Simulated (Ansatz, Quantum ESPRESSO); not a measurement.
# SrO (Fm-3m): a worked LO-TO splitting

Aim: work out the LO frequency and the static dielectric constant of SrO (Fm-3m) from one linear-response run, then check them.

Method: DFT LDA, scalar-relativistic, plane waves, PseudoDojo norm-conserving pseudopotentials, in Quantum ESPRESSO 8.0 development, patched.

The database entry behind the starting cell differs from later determinations by our own check (about 0.5 % short), so it need not match the best structure at ambient conditions.

### 1. The relaxed structure

The structure is cubic, space group Fm-3m (No. 225). The conventional cell has a = 5.061 Å, b = 5.061 Å, c = 5.061 Å, α = 90.00°, β = 90.00°, γ = 90.00°. Nearest to Sr lie 6 O at 2.53 Å. O has 6 Sr at 2.53 Å nearest. Farther neighbours and most contacts between anions are not listed.

As a file:

```xyz
2
Lattice="-2.5305 0.0000 2.5305 0.0000 2.5305 2.5305 -2.5305 2.5305 0.0000" Properties=species:S:1:pos:R:3 pbc="T T T"
Sr   -2.5305    2.5305    2.5305
O     0.0000    0.0000    0.0000
```

This is the cell after its relaxation at this level of theory, not the database cell from which that began.

### 2. What the response run gave

A linear-response run on the relaxed cell, with the response to an electric field; only its zone-centre results are used. Cutoff 84 Ry, k mesh 8×8×8.

The log of the run:

```text
[banners, grids, parts of the stress and lines that vanish by symmetry left out]
Program PHONON v.8.0dev
     Dynamical matrices for q-points given in input
     (   1q-points):
[...]
Exchange-correlation= PW
                           (   1   4   0   0   0   0   0)
[...]
kinetic-energy cut-off    =      84.0000  Ry
     charge density cut-off    =     336.0000  Ry
     convergence threshold     =      1.0E-18
[...]
Exchange-correlation= PW
                           (   1   4   0   0   0   0   0)
[...]
q = (   0.0000000   0.0000000   0.0000000 )
     49 Sym.Ops. (with q -> -q+G )
     G cutoff =  389.2496  (  22659 G-vectors)     FFT grid: ( 40, 40, 40)
     number of k points=    29
[...]
Mode symmetry, O_h (m-3m)  point group:
[...]
Dielectric constant
[...]
End of electric fields calculation
          Dielectric constant in cartesian axis
          (       3.863204629      -0.000000000      -0.000000000 )
          (      -0.000000000       3.863204629       0.000000000 )
          (      -0.000000000       0.000000000       3.863204629 )
          Effective charges (d Force / dE) in cartesian axis without acoustic sum rule applied (asr)
           atom    1  Sr    Mean Z*:        2.47575
      Ex  (        2.47575        0.00000        0.00000 )
      Ey  (        0.00000        2.47575        0.00000 )
      Ez  (        0.00000        0.00000        2.47575 )
           atom    2  O     Mean Z*:       -2.47609
      Ex  (       -2.47609        0.00000        0.00000 )
      Ey  (        0.00000       -2.47609       -0.00000 )
      Ez  (        0.00000       -0.00000       -2.47609 )
          Effective charges Sum: Mean:       -0.00034
[...]
Effective charges (d Force / dE) in cartesian axis with asr applied:
           atom    1  Sr    Mean Z*:        2.47592
[...]
atom    2  O     Mean Z*:       -2.47592
[...]
Dielectric constant from finite-differences
          (       3.863224245       0.000000000       0.000000000 )
          (       0.000000000       3.863224245       0.000000000 )
          (       0.000000000       0.000000000       3.863224245 )
[...]
(      -0.000000000       0.000000000      -0.000000000 )
          (      -0.000000000      -0.000000000       0.000000000 )
          (       0.000000000       0.000000000       0.000000000 )
          (      -0.000000000       0.000000000      -0.000000000 )
          (      -0.000000000       0.000000000      -0.000000000 )
          (       0.000000000      -0.000000000       0.000000000 )
          (       0.000000000      -0.000000000      -0.000000000 )
          (       0.000000000      -0.000000000       0.000000000 )
[...]
(      -0.000000000      -0.000000000       0.000000000 )
          (       0.000000000       0.000000000      -0.000000000 )
          (      -0.000000000      -0.000000000       0.000000000 )
          (       0.000000000      -0.000000000       0.000000000 )
          (      -0.000000000       0.000000000      -0.000000000 )
[...]
Representation #   1 modes #   1   2   3
[...]
End of self-consistent calculation
     Convergence has been achieved
     Representation #   2 modes #   4   5   6
[...]
End of self-consistent calculation
     Convergence has been achieved
[...]
Dielectric constant in cartesian axis
          (       3.863204629      -0.000000000      -0.000000000 )
          (      -0.000000000       3.863204629       0.000000000 )
          (      -0.000000000       0.000000000       3.863204629 )
          Effective charges (d Force / dE) in cartesian axis without acoustic sum rule applied (asr)
           atom    1  Sr    Mean Z*:        2.47575
      Ex  (        2.47575        0.00000        0.00000 )
      Ey  (        0.00000        2.47575        0.00000 )
      Ez  (        0.00000        0.00000        2.47575 )
           atom    2  O     Mean Z*:       -2.47609
      Ex  (       -2.47609        0.00000        0.00000 )
      Ey  (        0.00000       -2.47609       -0.00000 )
      Ez  (        0.00000       -0.00000       -2.47609 )
          Effective charges Sum: Mean:       -0.00034
[...]
Effective charges (d Force / dE) in cartesian axis with asr applied:
           atom    1  Sr    Mean Z*:        2.47592
[...]
atom    2  O     Mean Z*:       -2.47592
[...]
q = (    0.000000000   0.000000000   0.000000000 )
[...]
freq (    1) =      -0.039368 [THz] =      -1.313179 [cm-1]
     freq (    2) =      -0.039368 [THz] =      -1.313179 [cm-1]
     freq (    3) =      -0.039368 [THz] =      -1.313179 [cm-1]
     freq (    4) =       6.494867 [THz] =     216.645429 [cm-1]
     freq (    5) =       6.494867 [THz] =     216.645429 [cm-1]
     freq (    6) =       6.494867 [THz] =     216.645429 [cm-1]
[...]
Mode symmetry, O_h (m-3m)  point group:
     freq (   1-   3) =         -1.3  [cm-1]   --> T_1u G_15  G_4- I
     freq (   4-   6) =        216.6  [cm-1]   --> T_1u G_15  G_4- I

   JOB DONE.
```

```csv
quantity,value
cell volume Ω (Å³),32.409
mass of Sr (u),87.620
mass of O (u),15.999
"Born charge of Sr, raw (e)",2.476
"Born charge of O, raw (e)",-2.476
ε∞,3.863
ω(TO) after the sum rule (cm⁻¹),216.7
```

### 3. The calculation

The charges must sum to zero over the cell; taking off their mean, 0.000 e, leaves Z* = 2.476 e on Sr. In the polar mode Sr moves against O, so the reduced mass is μ = 87.62 × 16.00 / 103.62 = 13.529 u.

A longitudinal wave builds up a field that adds to the restoring force: ω(LO)² = ω(TO)² + 4π Z*² / (μ Ω ε∞), in Hartree atomic units. With μ = 24661 electron masses and Ω = 218.70 bohr³ the second term is 3.6972e-06 Ha², or 178090 cm⁻² (1 Ha = 219474.6 cm⁻¹).

So ω(LO) = √(46946 + 178090) = 474.4 cm⁻¹, and by the Lyddane-Sachs-Teller relation ε₀ = ε∞ (ω(LO)/ω(TO))² = 18.52.

### 4. Check against the program

The analysis program adds the same non-analytic term to the full matrix, here for q along (1 0 0).

The log of the run:

```text
[banner, memory and clock lines left out]
Program DYNMAT v.8.0dev

     Reading Dynamical Matrix from file g.dyn
     ...Force constants read
     ...epsilon and Z* read
     ...Raman cross sections read

     Polarizability (A^3 units)
     multiply by 0.511666 for Clausius-Mossotti correction (not under assume_isolated = 'mt')
         7.384206   -0.000000   -0.000000
        -0.000000    7.384206    0.000000
        -0.000000    0.000000    7.384206

     IR activities are in (D/A)^2/amu units

# mode   [cm-1]    [THz]      IR
    1     -0.00   -0.0000    0.0000
    2      0.00    0.0000    0.0000
    3      0.00    0.0000    0.0000
    4    216.67    6.4957   10.4541
    5    216.67    6.4957   10.4541
    6    474.38   14.2214   10.4541
```

ε₀ comes from the program's run without a direction of q.

```csv
quantity,by hand,program
ω(LO) (cm⁻¹),474.4,474.4
ε₀,18.52,18.52
```

### 5. Outcome

| Item | Value |
| --- | --- |
| TO mode | 216.7 cm⁻¹ |
| LO mode | 474.4 cm⁻¹ |
| static dielectric constant | 18.52 |

The LO mode of SrO (Fm-3m) lies at 474 cm⁻¹, 258 cm⁻¹ above the TO mode; the formula meets the program within 0.1 cm⁻¹, as it must for a cubic crystal with one polar mode. ω(LO)² − ω(TO)² goes with Z*²/ε∞: an error of 5 % in ε∞ would move the LO mode by 9.0 cm⁻¹, and semilocal functionals tend to overestimate ε∞. These are harmonic values at zero temperature, at the volume of this functional, for the structure held cubic; stability elsewhere in the zone is no part of this calculation.

[Host names and launcher messages were left out of these logs when they were recorded.]

[Logs are printed without paths, hosts, clocks, repeated set-up lines and the standing remarks that a program may print on its own settings, such as how far it seeks lower states.]

[Hosts, paths, dates, database ids (printed as entryN), source tags and the programs' standing remarks are cut or masked in the printed files.]
